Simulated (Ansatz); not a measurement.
# Formation energy and levels of the vacancy V_N in GaN (F-43m)

Wanted: the transition levels of a vacancy in GaN (F-43m), from a cell of 36 host atoms with 1 N taken out.

Calculated with Ansatz 0.2.0; place-levels on r2SCAN runs: charge-transition levels and formation energies with image-charge correction and potential alignment at the atomic sites; PAW set soft_1.

## 1. Starting point

The cell holds 35 atoms: 18 Ga and 17 N. Cell: a = 6.361 Å, b = 9.542 Å, c = 9.542 Å, α = 60.0°, β = 60.0°, γ = 60.0°. It derives from GaN (space group F-43m). Nearest the centre at fractional (0.625, 0.417, 0.417): Ga28 at 1.95 Å, Ga32 at 1.95 Å, Ga9 at 1.95 Å, Ga27 at 1.95 Å, N33 at 3.18 Å, N29 at 3.18 Å, N10 at 3.18 Å, N8 at 3.18 Å.

Coordinates:

```xyz
35
Lattice="0.0000 4.4982 4.4982 6.7473 0.0000 6.7473 6.7473 6.7473 0.0000" Properties=species:S:1:pos:R:3 pbc="T T T"
Ga    0.0000    0.0000    0.0000
N     1.1245    1.1245    1.1245
Ga    2.2491    2.2491    0.0000
N     3.3736    3.3736    1.1245
Ga    4.4982    4.4982    0.0000
N     5.6227    5.6227    1.1245
Ga    2.2491    0.0000    2.2491
N     3.3736    1.1245    3.3736
Ga    4.4982    2.2491    2.2491
N     5.6227    3.3736    3.3736
Ga    6.7473    4.4982    2.2491
N     7.8718    5.6227    3.3736
Ga    4.4982    0.0000    4.4982
N     5.6227    1.1245    5.6227
Ga    6.7473    2.2491    4.4982
N     7.8718    3.3736    5.6227
Ga    8.9964    4.4982    4.4982
N    10.1209    5.6227    5.6227
Ga    0.0000    2.2491    2.2491
N     1.1245    3.3736    3.3736
Ga    2.2491    4.4982    2.2491
N     3.3736    5.6227    3.3736
Ga    4.4982    6.7473    2.2491
N     5.6227    7.8718    3.3736
Ga    2.2491    2.2491    4.4982
N     3.3736    3.3736    5.6227
Ga    4.4982    4.4982    4.4982
Ga    6.7473    6.7473    4.4982
N     7.8718    7.8718    5.6227
Ga    4.4982    2.2491    6.7473
N     5.6227    3.3736    7.8718
Ga    6.7473    4.4982    6.7473
N     7.8718    5.6227    7.8718
Ga    8.9964    6.7473    6.7473
N    10.1209    7.8718    7.8718
```

Screening for the image-charge correction: ε∞ = 6.00, ε0 = 10.56, computed on the host (DFPT, PBEsol, on the r2SCAN cell), and a cell off the functional's own equilibrium shifts the ionic part.

The cell's shortest repeat is 6.4 Å.

## 2. The runs of each charge state

A transition level is the Fermi level at which two charge states cost the same, so each charge needs its own total energy, at its own relaxed structure.

Each atom starts 0.05 Å or so off its site in a random direction: a symmetric start keeps its symmetry, and would miss off-centre moves and Jahn–Teller distortions. Forces are taken at one point at (¼, ¼, ¼). The cell holds 1 electron more than the neutral one, with a uniform background that keeps it neutral on the whole.

The sampling was tested on the host first: at the k-points planned (1x1x1 shifted 0.25 0.25 0.25) its energy lies 0.017 eV an atom from the dense-mesh value, under the bound of 0.02 eV set for this test; that bounds the host's error, not the defect's.

One state's input; the others differ in charge, spin, start and seed, and in occupations where the table says so.

qm1.relax/input.yaml reads:

```yaml
crystal:
  lattice:
    - [0.0, 4.49819389, 4.49819389]
    - [6.74729083, 0.0, 6.74729083]
    - [6.74729083, 6.74729083, 0.0]
  atoms:
    - { symbol: Ga, position: [0.0, 0.0, 0.0] }
    - { symbol: "N", position: [0.125, 0.08333333, 0.08333333] }
    - { symbol: Ga, position: [0.0, 0.0, 0.33333333] }
    - { symbol: "N", position: [0.125, 0.08333333, 0.41666667] }
    - { symbol: Ga, position: [0.0, 0.0, 0.66666667] }
    - { symbol: "N", position: [0.125, 0.08333333, 0.75] }
    - { symbol: Ga, position: [0.0, 0.33333333, 0.0] }
    - { symbol: "N", position: [0.125, 0.41666667, 0.08333333] }
    - { symbol: Ga, position: [0.0, 0.33333333, 0.33333333] }
    - { symbol: "N", position: [0.125, 0.41666667, 0.41666667] }
    - { symbol: Ga, position: [0.0, 0.33333333, 0.66666667] }
    - { symbol: "N", position: [0.125, 0.41666667, 0.75] }
    - { symbol: Ga, position: [0.0, 0.66666667, 0.0] }
    - { symbol: "N", position: [0.125, 0.75, 0.08333333] }
    - { symbol: Ga, position: [0.0, 0.66666667, 0.33333333] }
    - { symbol: "N", position: [0.125, 0.75, 0.41666667] }
    - { symbol: Ga, position: [0.0, 0.66666667, 0.66666667] }
    - { symbol: "N", position: [0.125, 0.75, 0.75] }
    - { symbol: Ga, position: [0.5, 0.0, 0.0] }
    - { symbol: "N", position: [0.625, 0.08333333, 0.08333333] }
    - { symbol: Ga, position: [0.5, 0.0, 0.33333333] }
    - { symbol: "N", position: [0.625, 0.08333333, 0.41666667] }
    - { symbol: Ga, position: [0.5, 0.0, 0.66666667] }
    - { symbol: "N", position: [0.625, 0.08333333, 0.75] }
    - { symbol: Ga, position: [0.5, 0.33333333, 0.0] }
    - { symbol: "N", position: [0.625, 0.41666667, 0.08333333] }
    - { symbol: Ga, position: [0.5, 0.33333333, 0.33333333] }
    - { symbol: Ga, position: [0.5, 0.33333333, 0.66666667] }
    - { symbol: "N", position: [0.625, 0.41666667, 0.75] }
    - { symbol: Ga, position: [0.5, 0.66666667, 0.0] }
    - { symbol: "N", position: [0.625, 0.75, 0.08333333] }
    - { symbol: Ga, position: [0.5, 0.66666667, 0.33333333] }
    - { symbol: "N", position: [0.625, 0.75, 0.41666667] }
    - { symbol: Ga, position: [0.5, 0.66666667, 0.66666667] }
    - { symbol: "N", position: [0.625, 0.75, 0.75] }
  host:
    repeats: [2, 3, 3]
    atoms:
      - { symbol: Ga, position: [0.0, 0.0, 0.0] }
      - { symbol: "N", position: [0.25, 0.25, 0.25] }
total_charge: -1
basis:
  ecutwfc: 500
  xc_grid: 2
hamiltonian:
  xc: r2scan
  pseudopotentials: { kind: paw, azcp: { folder: soft_1 } }
kpoints:
  mp_grid: { grid: [1, 1, 1], shift: [0.25, 0.25, 0.25] }
scf:
  occupations: { method: fixed }
  max_iter: 100
output:
  forces: true
  charged_corrections:
    epsilon: 6.0
    static_epsilon: 10.56
    defect_position: [0.625, 0.416667, 0.416667]
relax:
  f_tol: 0.02
  max_steps: 80
  random_displacement: { amplitude: 0.05, seed: 2851 }
checkpoint:
  write: "../qm1.relax.run"
  compress: false
  write_wavefunctions: true
  write_every: 100000
```

Launch:

```bash
$ ansatz run input.yaml --threads 4 --pin off --max-ram 7536MiB --backend cpu --events-out ev --progress --plain --runs-dir out
```

Defect states can disperse in a cell of this size, so the energy is taken again at a 2×2×2 shifted mesh, on the relaxed structure.

The run of this state that the levels use, under r2SCAN:

qm1.point/input.yaml reads:

```yaml
crystal:
  checkpoint: "../qm1.relax.run"
  host: checkpoint
total_charge: -1
basis:
  ecutwfc: 500
  xc_grid: 2
hamiltonian:
  xc: r2scan
  pseudopotentials: { kind: paw, azcp: { folder: soft_1 } }
kpoints:
  mp_grid: { grid: [2, 2, 2], shift: [0.5, 0.5, 0.5] }
scf:
  occupations: { method: fermi_dirac, width: 0.01 }
  max_iter: 100
output:
  forces: true
  eigenvalues: true
  charged_corrections:
    epsilon: 6.0
    static_epsilon: 10.56
    defect_position: [0.625, 0.416667, 0.416667]
  eigenstates: { localisation: true }
  populations: true
  band_densities: [{ bands: [v1, v1] }, { bands: [c1, c1] }]
  write_density: true
  write_potential: true
  volumetric_format: npy
  elf: true
checkpoint:
  read: "../qm1.relax.run"
  write: "../qm1.point.run"
  compress: false
  write_wavefunctions: false
  write_every: 100000
```

Relaxations under r2SCAN at one point at (¼, ¼, ¼); times on 4 threads of Arm Neoverse V1, shared host:

```
charge  moment (μB)  occupations    outcome  steps  largest displacement against the far atoms (Å)     time
    −1            0        fixed  converged      9                                            0.30     70 s
     0            1        fixed  converged      7                                            0.14  2.4 min
    +1            0        fixed  converged      7                                            0.04     55 s
    +2            1        fixed  converged      6                                            0.03  2.1 min
    +3            0        fixed  converged      5                                            0.04     48 s
    +3            2        fixed  converged     10                                            0.20  3.3 min
```

Single points under r2SCAN at a 2×2×2 shifted mesh; times on 4 threads of Arm Neoverse V1, shared host:

```
charge  moment (μB)  occupations    outcome     time
    −1            0  fermi-dirac  converged     40 s
     0            1  fermi-dirac  converged  1.7 min
    +1            0  fermi-dirac  converged     45 s
    +2            1  fermi-dirac  converged  1.8 min
    +3            0  fermi-dirac  converged     39 s
    +3            2  fermi-dirac  converged  1.7 min
```

Distances (Å) from the ideal centre to the nearest atoms after relaxation with r2SCAN:

```
charge  moment (μB)       1.       2.       3.       4.      5.      6.
    −1            0  Ga 1.78  Ga 1.80  Ga 1.81  Ga 1.85  N 3.04  N 3.04
     0            1  Ga 1.87  Ga 1.87  Ga 1.88  Ga 1.91  N 3.09  N 3.10
    +1            0  Ga 1.95  Ga 1.97  Ga 1.98  Ga 1.99  N 3.15  N 3.16
    +2            1  Ga 1.95  Ga 1.95  Ga 1.97  Ga 1.98  N 3.16  N 3.16
    +3            0  Ga 1.94  Ga 1.95  Ga 1.96  Ga 1.96  N 3.15  N 3.15
    +3            2  Ga 2.08  Ga 2.11  Ga 2.14  Ga 2.15  N 3.16  N 3.17
```

(Part 1 of 2 ends here.)

[Logs are printed without paths, hosts, clocks, repeated set-up lines and the standing remarks that a program may print on its own settings, such as how far it seeks lower states.]

[Hosts, paths, dates, database ids (printed as entryN), source tags and the programs' standing remarks are cut or masked in the printed files.]

[Where a table of states has a column of steps, it counts the stored structures, which are thinned; the runs took as many ionic steps or more.]

[A defect's name tells the site on which it was built; relaxed atoms can leave that site.]

[For some hosts the program warned that the k-mesh of the response run may be too coarse for force constants and the static dielectric constant; such warnings are not shown here.]
